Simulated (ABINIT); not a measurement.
An input for ABINIT 10.8.3 (CsSnI3 (Pm-3m)):

```
acell 3*1.0 Angstrom
rprim 
  6.286228000000 0.000000000000 0.000000000000
  0.000000000000 6.286228000000 0.000000000000
  0.000000000000 0.000000000000 6.286228000000
ntypat 3
znucl 55 50 53
natom 5
typat 1 2 3 3 3
xred 
  0.500000000000 0.500000000000 0.500000000000
  0.000000000000 0.000000000000 0.000000000000
  0.500000000000 0.000000000000 0.000000000000
  0.000000000000 0.000000000000 0.500000000000
  0.000000000000 0.500000000000 0.000000000000
pp_dirpath "pseudos"
pseudos "Cs.upf, Sn.upf, I.upf"
ecut 32
ngkpt 2 2 2
nshiftk 1
shiftk 0 0 0
kptopt 1
chksymbreak 0
istwfk *1
occopt 1
irdwfk 1
optdriver 4
nband 164
gwcalctyp 0
ecutsigx 24
symsigma 1
nkptgw 2
kptgw 
  0.5000000000 0.5000000000 0.5000000000
  0.0000000000 0.0000000000 0.0000000000
bdgw 
  19 25
  20 25
ecuteps 3.9
irdscr 1
ppmodel 1
ecutwfn 24
indata_prefix "in"
outdata_prefix "out"
tmpdata_prefix "tmp"
```

```sh
OMP_NUM_THREADS=1 mpirun -n 8 abinit run.abi > log
```

**Question.** How long will it take on 8 MPI ranks of Intel Xeon Platinum 8488C (Sapphire Rapids), shared host, and how much memory?

It took 21 s; on shared hardware allow 11 s to 43 s. Peak host memory was 2.8 GiB.

[Paths, hosts, dates, memory and timing lines, banners, echoed tables and standing remarks are left out of the program output.]

[Logs are printed without paths, hosts, clocks, repeated set-up lines and the standing remarks that a program may print on its own settings, such as how far it seeks lower states.]

[Runs of the session that timed out or met a known fault of the program may be left out.]

[Hosts, paths, dates, database ids (printed as entryN), source tags and the programs' standing remarks are cut or masked in the printed files.]

[G0W0 gaps are taken among the corrected bands and points alone; a level outside them can change the order at an edge.]

[Where Ansatz stands beside ABINIT at settings called matched, ABINIT's density can come from a denser mesh and the files from another edition; pairs whose starting gaps differed by over 0.03 eV were left out, so agreement reads better than it is.]
